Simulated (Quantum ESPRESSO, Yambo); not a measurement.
A convergence test on CdF2 (Fm-3m).

```
Cd F
1.0
     0.00000    2.69400    2.69400
     2.69400    0.00000    2.69400
     2.69400    2.69400    0.00000
Cd F
1 2
Cartesian
  0.0000 0.0000 0.0000
  1.3470 1.3470 1.3470
  4.0410 4.0410 4.0410
```

The cell and positions come from the Crystallography Open Database and are kept as given unless a step says otherwise.

Program: Yambo 5.3.0; PBE start, 4×4×4 mesh, Godby-Needs plasmon pole.

```
bands  screening cutoff (eV)  gap on the mesh (eV)
  133                  210.9                 5.346
  478                  210.9                 5.469
  133                  353.7                 5.376
```

If the two steps added up, what gap would 478 bands at 353.7 eV give? Do they add up?

From the first row, the second adds +0.123 eV and the third +0.030 eV, so the sum predicts 5.346 +0.123 +0.030 = 5.499 eV. The run gave 5.546 eV, +0.047 eV from that. They don't add up: at the higher cutoff the same bands are worth +0.170 eV. High empty states act through short-wavelength screening, so a band sum at a low cutoff levels off early.

Limits: not at the basis limit; d shell near the gap, gap tends to lie low; no spin-orbit coupling; coarse k mesh.

[Paths, hosts, dates, memory and timing lines, banners, echoed tables and standing remarks are left out of the program output.]

[Logs are printed without paths, hosts, clocks, repeated set-up lines and the standing remarks that a program may print on its own settings, such as how far it seeks lower states.]

[Runs of the session that timed out or met a known fault of the program may be left out.]

[Hosts, paths, dates, database ids (printed as entryN), source tags and the programs' standing remarks are cut or masked in the printed files.]
